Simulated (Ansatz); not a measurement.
**SiNi3: optical spectrum from first principles**

What colour and refractive index does SiNi3 have at this level of theory? The cell comes from an older database entry, whose edges can differ from later determinations, mostly by under a per cent.

Program: Ansatz 0.2.0. Level of theory: DFT, PBE, plane-wave PAW, default files, scalar-relativistic, independent-particle optical response without local fields. Results are calculated unless marked as measured.

The database entry behind the starting cell differs from later determinations by our own check (an axis about 0.9 % long against later determinations), so it need not match the best structure at ambient conditions.

## 1. The starting structure

It takes space group Pm-3m (No. 221, cubic). Conventional cell: a = 3.542 Å, b = 3.542 Å, c = 3.542 Å, α = 90.00°, β = 90.00°, γ = 90.00°. Nearest to Ni lie 8 Ni at 2.50 Å and 4 Si at 2.50 Å. Nearest to Si lie 12 Ni at 2.50 Å. Farther neighbours are not listed.

## 2. Ground state and bands

The self-consistent density comes first; it also tells whether there is a gap, which decides the occupations and the need for a Drude term.

This step: DFT, PBE, plane-wave PAW, default files, scalar-relativistic, ground state (Ansatz 0.2.0).

Contents of input.yaml:

```yaml
crystal:
  lattice:
    - [3.542, 0.0, 0.0]
    - [0.0, 3.542, 0.0]
    - [0.0, 0.0, 3.542]
  atoms:
    - { symbol: Ni, position: [0.5, 0.5, 0.0], spin: 1.0 }
    - { symbol: Ni, position: [0.5, 0.0, 0.5], spin: 1.0 }
    - { symbol: Ni, position: [0.0, 0.5, 0.5], spin: 1.0 }
    - { symbol: Si, position: [0.0, 0.0, 0.0] }
magnetization:
  spin_polarized: true
kpoints:
  mp_grid: { grid: [6, 6, 6] }
  band_path:
    path:
      - [[0.0, 0.0, 0.0], [0.0, 0.5, 0.0], [0.5, 0.5, 0.0], [0.0, 0.0, 0.0], [0.5, 0.5, 0.5], [0.0, 0.5, 0.0]]
      - [[0.5, 0.5, 0.0], [0.5, 0.5, 0.5]]
    npoints: 10
scf:
  occupations: { method: fermi_dirac, width: 0.05 }
  n_extra_bands: 10
hamiltonian:
  xc: pbe
  pseudopotentials: { kind: paw }
output:
  forces: true
  stress: true
  populations: true
  write_bands: true
  write_density: true
  write_potential: true
  elf: true
  volumetric_format: npy
```

The run is started by

```bash
$ ansatz run input.yaml --threads 4 --pin off --max-ram 8192MiB --backend cpu --events-out ev --progress --plain --runs-dir out
```

Numbers of over 12 decimals in the logs are rounded to 6 here.

The log of the run:

```text
scf.n_extra_bands = 10 over 29 filled bands (N_el = 58.0): the run solves 39 bands
Engine: ansatz 0.2.0, x86_64-unknown-linux-gnu
Pseudopotentials: kind: paw
Pseudopotential: Ni, paw, valence charge 18, recommended cutoff 420 eV (normal), Ni.paw.azcp
Pseudopotential: Si, paw, valence charge 4, recommended cutoff 420 eV (normal), Si.paw.azcp
Functional definition: PBE
  parameter kappa = 0.804
  parameter beta = 0.066725
  exchange = pbe_x(kappa = kappa, mu = beta*pi^2/3)
  correlation = pbe_c(beta = beta)
Crystal: 4 atoms, lattice volume = 44.437 Å³
Basis set: ecut = 420 eV, 895 PW (Γ), exchange–correlation on 48×48×48 points (8 copies of the dense FFT grid, shifted against one another)
Bands: 39, of which v1, the nominal top of the filled ones, is band 29 counted from 1 (28 counted from 0)
Symmetry: 48 space group operations
Space group: Pm-3m (ITA 221), of the structure as read, at distance tolerance 3.5e-5 Å
Magnetic group: BNS 221.92 (UNI 1594), of the structure as read, at distance tolerance 3.5e-5 Å
k-points: 20 of 216
Non-local potential: Ni, projectors of the file, l = 0: 3, l = 1: 2, l = 2: 3, l = 3: 1
Non-local potential: Si, projectors of the file, l = 0: 2, l = 1: 2, l = 2: 2
PAW form: soft (Blöchl's): semilocal exchange-correlation on the pseudo side does not see the compensation charge
PAW one-centre angular grid: Ni, 590 points (default); XC on 64 Gauss nodes
PAW one-centre angular grid: Si, 110 points (default); XC on 64 Gauss nodes
Initial density: superposition of atomic densities (chi_scale 0.1, normalization cell)
Starting moments: Σ|m| = 3 μB on 3 of 4 sites
Initial wavefunctions: pseudopotential atomic-orbital guess
Functional: x = pbe(κ = 0.804, μ = 0.219515), c = pbe(β = 0.066725)
iter 1 solved again at ethr=2.48e-3 eV; its pass at ethr=3.10e-3 eV (dr2=1.44e0 eV) is discarded
SCF iter   1: F=—  HF=-18153.623662 eV  |F-HF|=—  |Δ(HF+E_count)|=         —  Δρ=1.26e-1 (↑1.26e-1 ↓6.61e-2)  dr2=1.45e0  dr2_m=3.55e0  M=0.525 μB ∫|m|=0.710 μB  β_m=0.30  ethr=2.48e-3  ⟨swp⟩=1.0  Hψ=7746  notcnv=0
Mixer restart at iter 1: flushing history
preconditioner: auto → Kerker (q_TF=auto, 2.852 Å⁻¹)  [metal: Δε(μ)=0.020 eV  Ē_g=9.431 eV  σ=0.050 eV  W_gap=0.10  n_scr=18 (ndim 8)  ℏωp=32.5 eV  f_vac=0.000  D(μ)=3.32/eV (n_scr^D=32)]
spin=Collinear: Kerker preconditioning applied to the charge; magnetization (m = ρ↑ − ρ↓) channel mixes plain (no charge-response kernel on spin).
SCF iter   2: F=—  HF=-18153.598525 eV  |F-HF|=—  |Δ(HF+E_count)|=   2.51e-2  Δρ=9.27e-2 (↑6.58e-2 ↓9.27e-2)  dr2=5.31e-1  dr2_m=2.48e0  M=0.273 μB ∫|m|=0.434 μB  β_m=0.59  ethr=2.48e-3  ⟨swp⟩=2.0  Hψ=2410  notcnv=0
SCF iter   3: F=—  HF=-18155.847787 eV  |F-HF|=—  |Δ(HF+E_count)|=    2.25e0  Δρ=5.44e-2 (↑2.88e-2 ↓5.44e-2)  dr2=5.27e-1  dr2_m=6.74e-1  M=0.126 μB ∫|m|=0.247 μB  β_m=0.79  ethr=9.16e-4  ⟨swp⟩=2.7  Hψ=2773  notcnv=0  defer=120
SCF iter   4: F=—  HF=-18156.952890 eV  |F-HF|=—  |Δ(HF+E_count)|=    1.11e0  Δρ=2.68e-2 (↑2.22e-2 ↓2.68e-2)  dr2=8.54e-1  dr2_m=2.39e-3  M=0.029 μB ∫|m|=0.067 μB  β_m=0.78  ethr=9.09e-4  ⟨swp⟩=2.8  Hψ=2409  notcnv=0  defer=120
SCF iter   5: F=—  HF=-18156.784307 eV  |F-HF|=—  |Δ(HF+E_count)|=   1.69e-1  Δρ=8.46e-3 (↑8.46e-3 ↓3.64e-3)  dr2=1.13e-2  dr2_m=1.29e-2  M=0.030 μB ∫|m|=0.059 μB  β_m=0.89  ethr=9.09e-4  ⟨swp⟩=2.7  Hψ=2564  notcnv=0  defer=115
SCF iter   6: F=—  HF=-18156.777670 eV  |F-HF|=—  |Δ(HF+E_count)|=   6.64e-3  Δρ=8.29e-3 (↑3.21e-3 ↓8.29e-3)  dr2=3.78e-2  dr2_m=3.05e-3  M=-0.007 μB ∫|m|=0.011 μB  β_m=0.89  ethr=1.94e-5  ⟨swp⟩=2.1  Hψ=2590  notcnv=0  defer=114
SCF iter   7: F=—  HF=-18156.781734 eV  |F-HF|=—  |Δ(HF+E_count)|=   4.06e-3  Δρ=8.44e-4 (↑8.44e-4 ↓2.92e-4)  dr2=1.69e-4  dr2_m=1.15e-4  M=-0.003 μB ∫|m|=0.004 μB  β_m=0.94  ethr=1.94e-5  ⟨swp⟩=2.2  Hψ=2673  notcnv=0  defer=110
SCF iter   8: F=—  HF=-18156.781697 eV  |F-HF|=—  |Δ(HF+E_count)|=   3.70e-5  Δρ=2.64e-4 (↑1.17e-4 ↓2.64e-4)  dr2=4.83e-5  dr2_m=2.51e-6  M=-0.001 μB ∫|m|=0.001 μB  β_m=0.97  ethr=2.91e-7  ⟨swp⟩=2.4  Hψ=2553  notcnv=0  defer=110
SCF iter   9: F=—  HF=-18156.781684 eV  |F-HF|=—  |Δ(HF+E_count)|=   1.25e-5  Δρ=6.80e-5 (↑2.28e-5 ↓6.80e-5)  dr2=2.69e-6  dr2_m=2.45e-7  M=-0.000 μB ∫|m|=0.000 μB  β_m=0.99  ethr=8.32e-8  ⟨swp⟩=2.1  Hψ=1969  notcnv=0  defer=110
SCF iter  10: F=—  HF=-18156.781684 eV  |F-HF|=—  |Δ(HF+E_count)|=   3.44e-7  Δρ=1.38e-5 (↑1.38e-5 ↓4.93e-6)  dr2=1.21e-7  dr2_m=9.02e-9  M=-0.000 μB ∫|m|=0.000 μB  β_m=0.99  ethr=4.64e-9  ⟨swp⟩=2.0  Hψ=2066  notcnv=0  defer=110
SCF iter  11: F=—  HF=-18156.781684 eV  |F-HF|=—  |Δ(HF+E_count)|=   4.17e-9  Δρ=7.13e-6 (↑7.13e-6 ↓5.07e-6)  dr2=4.71e-8  dr2_m=4.67e-10  M=-0.000 μB ∫|m|=0.000 μB  β_m=0.89  ethr=2.08e-10  ⟨swp⟩=1.2  Hψ=1574  notcnv=0  defer=110
SCF iter  12: F=-18156.781684 eV  HF=-18156.781684 eV  |F-HF|=4.80e-10  |Δ(HF+E_count)|=   7.24e-9  Δρ=7.12e-7 (↑5.94e-7 ↓7.12e-7)  dr2=5.78e-10  dr2_m=1.81e-12  M=-0.000 μB ∫|m|=0.000 μB  ethr=8.12e-11  ⟨swp⟩=11.2  Hψ=9959  notcnv=0
SCF 1 converged in 12 iterations: F = -18156.781684 eV  dr2 = 5.78e-10
  greatest PAW one-centre occupation: 1.001 electrons in one spin orbital (limit 2), on the Ni atom at site 0 (counted from 0), in its partial waves of l = 1
WARN: the starting moments were not kept: the SCF closed with an absolute magnetisation of 2.8e-6 μB, where they sum to 3 μB in size (3 sites). That is at most 0.1 of that sum. Measured as dr2_m measures the in/out step, that magnetisation stands 5.7e-12 eV from none, at or under the dr2_threshold of 1.0e-7 eV: it is no larger than a step whose dr2_m would equal this threshold. The system may hold no moment; this SCF [...]
NSCF: frozen V_eff on 62 k-points
SCF converged after 12 iterations
Magnetization: -0.0000 μB (29.0000 up, 29.0000 down)
Absolute magnetization: 0.0000 μB (∫|ρ↑−ρ↓|, with the PAW one-centre terms)
Spin contamination: 0.0000 ħ² per cell (⟨S²⟩ above its minimum at these occupations)
Per-site moments (μB) at R_I (Å): [(-7.085866723926738e-7, 1.033136), (-7.08586672292538e-7, 1.033136), (-7.08586672320786e-7, 1.033136), (1.229338946466577e-7, 1.033136)]
Free energy (F): -18156.781684 eV
Harris-Foulkes:  -18156.781684 eV  (|F-HF|=4.80e-10)
Internal energy: -18156.766598 eV  (E = F + TS)
E sigma→0 (E₀):  -18156.774141 eV
Entropy (-TS):   -0.015086 eV (-3.772 meV/atom)
Fermi energy:    16.879388 eV
--- Per-component energies (eV) ---
  E_band       = -877.708203
  E_kinetic    = 893.218640
  E_local      = -11767.457844  (includes V_loc(G=0)·N_el)
  E_nonlocal   = 1932.810241
  E_hartree    = 5012.929558
  E_xc         = -311.879149
  E_vxc        = -378.003285  (∫ρ·V_xc dr)
  E_paw        = -5404.822595  (= ΣΔE_a)
  E_vpaw       = -1584.139688  (= ΣTr[D̂ρ^β])
  E_aug_tail   = 0.001307  (compensation charges beyond the density's cutoff)
  E_ewald      = -8511.566755
  E_smearing   = -0.015086  (= −TS)
  E_closure    = -0.000000  (closes the sum)
  Σ components = -18156.781684   (vs F -18156.781684, Δ=0.00e0)
--- Forces (eV/Å), atoms counted from 1 ---
  atom   1  Ni     0.00000000    -0.00000000     0.00000000
  atom   2  Ni     0.00000000    -0.00000000    -0.00000000
  atom   3  Ni     0.00000000    -0.00000000    -0.00000000
  atom   4  Si    -0.00000000     0.00000000     0.00000000
  max |Σ_I F_I| component: 7.19e-29 eV/Å
--- Stress (GPa, compression-positive) ---
       -5.985987       0.000000      -0.000000
        0.000000      -5.985987       0.000000
       -0.000000       0.000000      -5.985987
  P = ⅓ Tr σ = -5.9860 GPa (-59.860 kbar)
--- Band table (eV; the first three rows and the last of 40) ---
  k-point 0 ↑: bands = [... 25 lower, 16.2598, 16.2598, 16.5776, 16.8901, 16.8901, 16.8901, 21.3675, 23.0080, ... 6 higher]
  k-point 1 ↑: bands = [... 25 lower, 16.1991, 16.2615, 16.4524, 16.8904, 17.4960, 17.4960, 21.8072, 22.9564, ... 6 higher]
  k-point 2 ↑: bands = [... 25 lower, 15.8558, 16.0454, 16.3193, 16.8911, 18.9894, 18.9894, 21.8380, 22.8268, ... 6 higher]
  k-point 19 ↓: bands = [... 25 lower, 15.6706, 15.6706, 16.4268, 16.6624, 16.6624, 16.6624, 17.9426, 20.7104, ... 6 higher]
--- Löwdin populations: 4 sites ---
  site symbol       q [e]    m [muB]
     0     Ni     17.6319    -0.0000
     1     Ni     17.6319    -0.0000
     2     Ni     17.6319    -0.0000
     3     Si      4.4159     0.0000
  spilling = 0.011868 (of n_electrons = 58.000000)
```

Wall time 28 s (4 threads of Intel Xeon at 2.50GHz (Skylake/Cascade Lake), shared host); peak memory 0.42 GiB; 25 s of CPU time.

Read-outs, printed or worked out from the files:

```
free energy         : -18156.7817 eV
Fermi energy        : 16.88 eV
electrons           : 58
symmetry operations : 48
pressure            : -5.986 GPa
volume              : 44.44 Å³
gap on the path     : 0 eV
```

There are states at the Fermi level within the smearing, so the occupations stay smeared and the carriers get a Drude term. The cell is left with a pressure of -6.0 GPa, as it stands unrelaxed at this level.

Both spins together. Electronic bands along the path, in eV, zero at the Fermi level; # counts the bands kept:

```csv
point,#31,#32,#33,#34,#35,#36,#37,#38
Γ,-0.30,-0.30,0.01,0.01,0.01,0.01,0.01,0.01
halfway,-0.54,-0.54,0.01,0.01,1.30,1.30,1.30,1.30
X,-0.56,-0.56,0.01,0.01,3.45,3.45,3.45,3.45
halfway,-0.81,-0.81,-0.47,-0.47,1.27,1.27,1.96,1.96
M,-0.99,-0.99,-0.93,-0.93,0.60,0.60,0.60,0.60
halfway,-0.54,-0.54,-0.33,-0.33,0.56,0.56,2.37,2.37
Γ,-0.30,-0.30,0.01,0.01,0.01,0.01,0.01,0.01
halfway,-0.35,-0.35,-0.16,-0.16,0.70,0.70,0.70,0.70
R,-0.45,-0.45,-0.22,-0.22,-0.22,-0.22,-0.22,-0.22
halfway,-0.83,-0.83,-0.30,-0.30,0.87,0.87,1.40,1.40
X,-0.56,-0.56,0.01,0.01,3.45,3.45,3.45,3.45
jump to M,-0.99,-0.99,-0.93,-0.93,0.60,0.60,0.60,0.60
halfway,-1.05,-1.05,-0.49,-0.49,0.19,0.19,0.19,0.19
R,-0.45,-0.45,-0.22,-0.22,-0.22,-0.22,-0.22,-0.22
```

ELF of down spins in the ac plane at fractional y = 0.000, with atoms of Ni and Si within 0.2 Å of it. It is the smooth field of the valence electrons, not physical close to the nuclei.

Ten even steps from '0' (0.18) to '9' (0.67), each cell a mean:
```
22477410147732
24786310137863
67873100014887
77631011101467
33210234310133
11001379630001
00001479730000
22100246420022
66520012101356
78862000013788
45886200136875
22587410147742
62377410247623
```
Atoms in or near the plane, at fractional coordinates: Ni at (0.50, 0.50), Si at (0.00, 0.00).

Valence density in the ac plane at fractional y = 0.000, with atoms of Ni and Si within 0.2 Å of it. It is the smooth field of the valence electrons, not physical close to the nuclei.

Values in e/Å³, 13 rows by 14 columns, each cell a mean:
```
 0  0  0  0  0  0  0  0  0  0  0  0  0  0
 0  0  0  0  0  0  0  0  0  0  0  0  0  0
 0  0  0  0  0  0  0  0  0  0  0  0  0  0
 0  0  0  0  0  1  2  2  2  1  0  0  0  0
 0  0  0  0  1  3  8 11  7  2  1  0  0  0
 0  0  0  0  2  8 27 42 23  6  1  0  0  0
 0  0  0  0  2  9 31 48 26  7  1  0  0  0
 0  0  0  0  1  5 13 20 11  4  1  0  0  0
 0  0  0  0  1  1  2  3  2  1  0  0  0  0
 0  0  0  0  0  0  1  1  1  0  0  0  0  0
 0  0  0  0  0  0  0  0  0  0  0  0  0  0
 0  0  0  0  0  0  0  0  0  0  0  0  0  0
 0  0  0  0  0  0  0  0  0  0  0  0  0  0
```
Atoms in or near the plane, at fractional coordinates: Ni at (0.50, 0.50), Si at (0.00, 0.00).

(Continued in part 2 of 2.)

[Logs are printed without paths, hosts, clocks, repeated set-up lines and the standing remarks that a program may print on its own settings, such as how far it seeks lower states.]

[Hosts, paths, dates, database ids (printed as entryN), source tags and the programs' standing remarks are cut or masked in the printed files.]
